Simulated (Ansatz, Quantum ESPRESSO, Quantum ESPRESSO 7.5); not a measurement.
**Mg chain with one bond drawn out by 1.5 Å: ballistic transmission**

Aim: the zero-bias transmission with pwcond for this junction: Mg chain with one bond drawn out by 1.5 Å.

Program: Quantum ESPRESSO 7.5. Level of theory: plane-wave DFT, PBE, GBRV ultrasoft pseudopotentials (cross-check by Ansatz 0.2.0 with PAW datasets). Results are calculated unless marked as measured.

**1. The structure**

The cell holds 10 atoms: 10 Mg. Cell: a = 7.500 Å, b = 7.500 Å, c = 31.500 Å, α = 90.0°, β = 90.0°, γ = 90.0°. Regions: left lead, 5 atoms (5 Mg); right lead, 5 atoms (5 Mg). Vacuum lies along a and b. The structure is stacked along c, and the current runs across the ab planes.

**2. Ground state**

One periodic cell holds a stretch of lead, the junction and more lead; the atoms stay as built.

File scf.in:

```
&control
  prefix = 'scf'
  outdir = './out'
  pseudo_dir = './pseudo'
  calculation = 'scf'
  tprnfor = .true.
/
&system
  ibrav = 0
  nat = 10
  ntyp = 1
  ecutwfc = 34
  ecutrho = 170
  occupations = 'smearing'
  smearing = 'mv'
  degauss = 0.01
/
&electrons
  conv_thr = 1e-07
  mixing_beta = 0.25
  electron_maxstep = 120
  mixing_mode = 'local-TF'
/
ATOMIC_SPECIES
  Mg  24.3050  mg_pbe_v1.4.uspp.F.UPF
CELL_PARAMETERS angstrom
  7.50000000000000 0.00000000000000 0.00000000000000
  0.00000000000000 7.50000000000000 0.00000000000000
  0.00000000000000 0.00000000000000 31.50000000000000
ATOMIC_POSITIONS crystal
  Mg  0.500000000000 0.500000000000 0.000000000000
  Mg  0.500000000000 0.500000000000 0.095238095238
  Mg  0.500000000000 0.500000000000 0.190476190476
  Mg  0.500000000000 0.500000000000 0.285714285714
  Mg  0.500000000000 0.500000000000 0.380952380952
  Mg  0.500000000000 0.500000000000 0.523809523810
  Mg  0.500000000000 0.500000000000 0.619047619048
  Mg  0.500000000000 0.500000000000 0.714285714286
  Mg  0.500000000000 0.500000000000 0.809523809524
  Mg  0.500000000000 0.500000000000 0.904761904762
K_POINTS automatic
  1 1 3 0 0 0
```

Run with:

```sh
$ OMP_NUM_THREADS=1 mpirun -n 4 pw.x -nk 1 -in scf.in > scf.out
```

What it wrote:

```text
Program PWSCF v.7.5 starts
[citation notice left out]

     Parallel version (MPI & OpenMP), running on       4 processor cores
     Number of MPI processes:                 4
     Threads/MPI process:                     1

     MPI processes distributed on     1 nodes
[...]
Current dimensions of program PWSCF are:
     Max number of different atomic species (ntypx) = 10
     Max number of k-points (npk) =  40000
     Max angular momentum in pseudopotentials (lmaxx) =  4
     Message from routine setup:
     using ibrav=0 with symmetry is DISCOURAGED, use correct ibrav instead

     R & G space division:  proc/nbgrp/npool/nimage =       4
     Subspace diagonalization in iterative solution of the eigenvalue problem:
     a serial algorithm will be used

     Parallelization info
     --------------------
     sticks:   dense  smooth     PW     G-vecs:    dense   smooth      PW
     Min         677     544    138               111875    80112   10192
     Max         678     545    139               111896    80127   10203
     Sum        2709    2177    553               447523   320469   40783

     Using Slab Decomposition

     bravais-lattice index     =            0
     lattice parameter (alat)  =      14.1729  a.u.
     unit-cell volume          =   11957.2052 (a.u.)^3
     number of atoms/cell      =           10
     number of atomic types    =            1
     number of electrons       =       100.00
     number of Kohn-Sham states=           60
     kinetic-energy cutoff     =      34.0000  Ry
     charge density cutoff     =     170.0000  Ry
     scf convergence threshold =      1.0E-07
     mixing beta               =       0.2500
     number of iterations used =            8  local-TF  mixing
     Exchange-correlation=  SLA  PW   PBX  PBC
                           (   1   4   3   4   0   0   0)

     celldm(1)=  14.172946  celldm(2)=   0.000000  celldm(3)=   0.000000
     celldm(4)=   0.000000  celldm(5)=   0.000000  celldm(6)=   0.000000

     crystal axes: (cart. coord. in units of alat)
               a(1) = (   1.000000   0.000000   0.000000 )
               a(2) = (   0.000000   1.000000   0.000000 )
               a(3) = (   0.000000   0.000000   4.200000 )

     reciprocal axes: (cart. coord. in units 2 pi/alat)
               b(1) = (  1.000000  0.000000  0.000000 )
               b(2) = (  0.000000  1.000000  0.000000 )
               b(3) = (  0.000000  0.000000  0.238095 )

     PseudoPot. # 1 for Mg read from file:
     ./pseudo/mg_pbe_v1.4.uspp.F.UPF
     Pseudo is Ultrasoft, Zval = 10.0
     Generated by new atomic code, or converted to UPF format
     Using radial grid of  821 points,  7 beta functions with:
                l(1) =   0
                l(2) =   0
                l(3) =   0
                l(4) =   1
                l(5) =   1
                l(6) =   2
                l(7) =   2
     Q(r) pseudized with  8 coefficients,  rinner =    1.200   1.200   1.200
                                                       1.200   1.200

     atomic species   valence    mass     pseudopotential
     Mg               10.00    24.30500     Mg( 1.00)

      8 Sym. Ops. (no inversion) found

   Cartesian axes

     site n.     atom                  positions (alat units)
         1        Mg     tau(   1) = (   0.5000000   0.5000000   0.0000000  )
         2        Mg     tau(   2) = (   0.5000000   0.5000000   0.4000000  )
         3        Mg     tau(   3) = (   0.5000000   0.5000000   0.8000000  )
         4        Mg     tau(   4) = (   0.5000000   0.5000000   1.2000000  )
         5        Mg     tau(   5) = (   0.5000000   0.5000000   1.6000000  )
         6        Mg     tau(   6) = (   0.5000000   0.5000000   2.2000000  )
         7        Mg     tau(   7) = (   0.5000000   0.5000000   2.6000000  )
         8        Mg     tau(   8) = (   0.5000000   0.5000000   3.0000000  )
         9        Mg     tau(   9) = (   0.5000000   0.5000000   3.4000000  )
        10        Mg     tau(  10) = (   0.5000000   0.5000000   3.8000000  )

     number of k points=     2  Marzari-Vanderbilt smearing, width (Ry)=  0.0100
                       cart. coord. in units 2pi/alat
        k(    1) = (   0.0000000   0.0000000   0.0000000), wk =   0.6666667
        k(    2) = (   0.0000000   0.0000000   0.0793651), wk =   1.3333333

     Dense  grid:   447523 G-vectors     FFT dimensions: (  60,  60, 250)

     Smooth grid:   320469 G-vectors     FFT dimensions: (  54,  54, 225)

     Estimated max dynamical RAM per process >     518.39 MB

     Estimated total dynamical RAM >       2.02 GB

     Initial potential from superposition of free atoms

     starting charge      96.9977, renormalised to     100.0000

     negative rho (up, down):  1.906E-06 0.000E+00
     Starting wfcs are   50 randomized atomic wfcs +   10 random wfcs

     total cpu time spent up to now is        1.5 secs

     per-process dynamical memory:   117.7 Mb

     Self-consistent Calculation

     iteration #  1     ecut=    34.00 Ry     beta= 0.25
     Davidson diagonalization with overlap
     ethr =  1.00E-02,  avg # of iterations =  8.5

     negative rho (up, down):  1.632E-03 0.000E+00

     total cpu time spent up to now is        6.4 secs

     total energy              =   -1252.86958327 Ry
     estimated scf accuracy    <       1.57246108 Ry

     iteration #  2     ecut=    34.00 Ry     beta= 0.25
[...]
negative rho (up, down):  2.338E-02 0.000E+00

[...]
total energy              =   -1252.19824257 Ry
     estimated scf accuracy    <       1.11118881 Ry

     iteration #  3     ecut=    34.00 Ry     beta= 0.25
[...]
negative rho (up, down):  2.236E-02 0.000E+00

[...]
total energy              =   -1252.32511755 Ry
     estimated scf accuracy    <       0.14333999 Ry

     iteration #  4     ecut=    34.00 Ry     beta= 0.25
[...]
negative rho (up, down):  1.672E-02 0.000E+00

[...]
total energy              =   -1252.30035942 Ry
     estimated scf accuracy    <       0.06177961 Ry

     iteration #  5     ecut=    34.00 Ry     beta= 0.25
[...]
negative rho (up, down):  1.576E-02 0.000E+00

[...]
total energy              =   -1252.30579719 Ry
     estimated scf accuracy    <       0.00440136 Ry

     iteration #  6     ecut=    34.00 Ry     beta= 0.25
[...]
negative rho (up, down):  7.320E-03 0.000E+00

[...]
total energy              =   -1252.30552809 Ry
     estimated scf accuracy    <       0.00337825 Ry

     iteration #  7     ecut=    34.00 Ry     beta= 0.25
[...]
negative rho (up, down):  3.284E-06 0.000E+00

[...]
total energy              =   -1252.30480674 Ry
     estimated scf accuracy    <       0.00245901 Ry

     iteration #  8     ecut=    34.00 Ry     beta= 0.25
[...]
negative rho (up, down):  8.823E-08 0.000E+00

[...]
total energy              =   -1252.30501153 Ry
     estimated scf accuracy    <       0.00085968 Ry

     iteration #  9     ecut=    34.00 Ry     beta= 0.25
[...]
negative rho (up, down):  1.994E-07 0.000E+00

[...]
total energy              =   -1252.30507108 Ry
     estimated scf accuracy    <       0.00044965 Ry

     iteration # 10     ecut=    34.00 Ry     beta= 0.25
[...]
negative rho (up, down):  1.813E-07 0.000E+00

[...]
total energy              =   -1252.30504010 Ry
     estimated scf accuracy    <       0.00020687 Ry

     iteration # 11     ecut=    34.00 Ry     beta= 0.25
[...]
total energy              =   -1252.30512211 Ry
     estimated scf accuracy    <       0.00005094 Ry

     iteration # 12     ecut=    34.00 Ry     beta= 0.25
[...]
negative rho (up, down):  2.266E-08 0.000E+00

[...]
total energy              =   -1252.30511705 Ry
     estimated scf accuracy    <       0.00002603 Ry

     iteration # 13     ecut=    34.00 Ry     beta= 0.25
[...]
total energy              =   -1252.30512754 Ry
     estimated scf accuracy    <       0.00001413 Ry

     iteration # 14     ecut=    34.00 Ry     beta= 0.25
[...]
negative rho (up, down):  1.503E-08 0.000E+00

[...]
total energy              =   -1252.30512841 Ry
     estimated scf accuracy    <       0.00000214 Ry

     iteration # 15     ecut=    34.00 Ry     beta= 0.25
[...]
negative rho (up, down):  1.804E-08 0.000E+00

[...]
total energy              =   -1252.30512702 Ry
     estimated scf accuracy    <       0.00000028 Ry

     iteration # 16     ecut=    34.00 Ry     beta= 0.25
[...]
negative rho (up, down):  1.270E-08 0.000E+00

[...]
total energy              =   -1252.30513043 Ry
     estimated scf accuracy    <       0.00000017 Ry

     iteration # 17     ecut=    34.00 Ry     beta= 0.25
[...]
total energy              =   -1252.30513032 Ry
     estimated scf accuracy    <       0.00000013 Ry

     iteration # 18     ecut=    34.00 Ry     beta= 0.25
[...]
End of self-consistent calculation

          k = 0.0000 0.0000 0.0000 ( 40039 PWs)   bands (ev):

   -78.4959 -78.4959 -78.4863 -78.4862 -78.4783 -78.4773 -78.4714 -78.4714
   -78.4047 -78.4047 -45.3023 -45.3023 -45.3022 -45.3022 -45.2935 -45.2935
   -45.2933 -45.2933 -45.2858 -45.2858 -45.2846 -45.2846 -45.2754 -45.2754
   -45.2754 -45.2754 -45.1965 -45.1965 -45.1964 -45.1964 -45.1935 -45.1935
   -45.1804 -45.1756 -45.1674 -45.1651 -45.1634 -45.1544 -45.1168 -45.1166
    -5.1144  -4.9887  -4.7858  -4.4834  -4.1790  -3.6951  -3.3266  -2.6286
    -2.2326  -1.2338  -1.0077  -1.0077  -0.9787  -0.8778  -0.8778  -0.6822
    -0.6822  -0.3855  -0.3854  -0.1207

          k = 0.0000 0.0000 0.0794 ( 40006 PWs)   bands (ev):

   -78.4959 -78.4958 -78.4863 -78.4862 -78.4783 -78.4772 -78.4714 -78.4714
   -78.4047 -78.4047 -45.3023 -45.3023 -45.3022 -45.3022 -45.2935 -45.2935
   -45.2933 -45.2933 -45.2858 -45.2858 -45.2845 -45.2845 -45.2755 -45.2755
   -45.2754 -45.2754 -45.1965 -45.1965 -45.1964 -45.1964 -45.1935 -45.1933
   -45.1803 -45.1756 -45.1674 -45.1652 -45.1633 -45.1544 -45.1167 -45.1166
    -5.1134  -4.9929  -4.7752  -4.5063  -4.1389  -3.7620  -3.2311  -2.7662
    -2.0601  -1.4975  -1.0066  -1.0066  -0.8826  -0.8826  -0.6857  -0.6688
    -0.6688  -0.4171  -0.4170  -0.0638

     the Fermi energy is    -1.1526 ev

!    total energy              =   -1252.30513087 Ry
     estimated scf accuracy    <       0.00000005 Ry
     smearing contrib. (-TS)   =      -0.00128224 Ry
     internal energy E=F+TS    =   -1252.30384863 Ry

     The total energy is F=E-TS. E is the sum of the following terms:
     one-electron contribution =   -1713.59099440 Ry
     hartree contribution      =     805.31049101 Ry
     xc contribution           =    -167.21836102 Ry
     ewald contribution        =    -176.80498422 Ry

     convergence has been achieved in  18 iterations

     Forces acting on atoms (cartesian axes, Ry/au):

     atom    1 type  1   force =     0.00000000    0.00000000   -0.00026764
     atom    2 type  1   force =     0.00000000    0.00000000   -0.00072249
     atom    3 type  1   force =     0.00000000    0.00000000   -0.00124372
     atom    4 type  1   force =     0.00000000    0.00000000   -0.00152175
     atom    5 type  1   force =     0.00000000    0.00000000    0.02716831
     atom    6 type  1   force =     0.00000000    0.00000000   -0.02717868
     atom    7 type  1   force =     0.00000000    0.00000000    0.00152483
     atom    8 type  1   force =     0.00000000    0.00000000    0.00126075
     atom    9 type  1   force =     0.00000000    0.00000000    0.00073576
     atom   10 type  1   force =     0.00000000    0.00000000    0.00024464

     Total force =     0.038546     Total SCF correction =     0.000567

[...]
=------------------------------------------------------------------------------=
   JOB DONE.
=------------------------------------------------------------------------------=
```

Wall time 75 s (4 MPI ranks of Arm Neoverse V2, shared host); peak memory 2.1 GiB; 5 min of CPU time.

This step gave:

| Item | Value |
| --- | --- |
| free energy | -17038.4793 eV |
| Fermi energy | -1.153 eV |

The program's own clock; routines nest. Time by routine:

| routine | wall time (s) | calls |
| --- | --- | --- |
| PWSCF | 74.07 | 1 |
| electrons | 71.53 | 1 |
| c_bands | 40.17 | 18 |
| cegterg | 38.97 | 36 |
| h_psi | 27.21 | 207 |
| fftw | 22.41 | 12520 |
| vloc_psi | 20.21 | 207 |
| sum_band | 12.95 | 18 |
| mix_rho | 10.27 | 18 |
| newd | 6.92 | 19 |
| ffts | 6.04 | 2128 |
| calbec | 5.1 | 251 |
| h_psi:calbec | 3.46 | 207 |
| add_vuspsi | 3.45 | 207 |

The run needed 18 iterations to bring the estimated error under 1e-07 Ry; the largest force on any atom, held or free, is 0.70 eV/Å.

(Continued in part 2 of 4.)

[Logs are printed without paths, hosts, clocks, repeated set-up lines and the standing remarks that a program may print on its own settings, such as how far it seeks lower states.]

[Hosts, paths, dates, database ids (printed as entryN), source tags and the programs' standing remarks are cut or masked in the printed files.]

[Maps of the electrostatic potential energy from Ansatz leave out the sawtooth potential of an applied field or a dipole correction, so their vacuum need not be flat; planar profiles and work functions include it.]
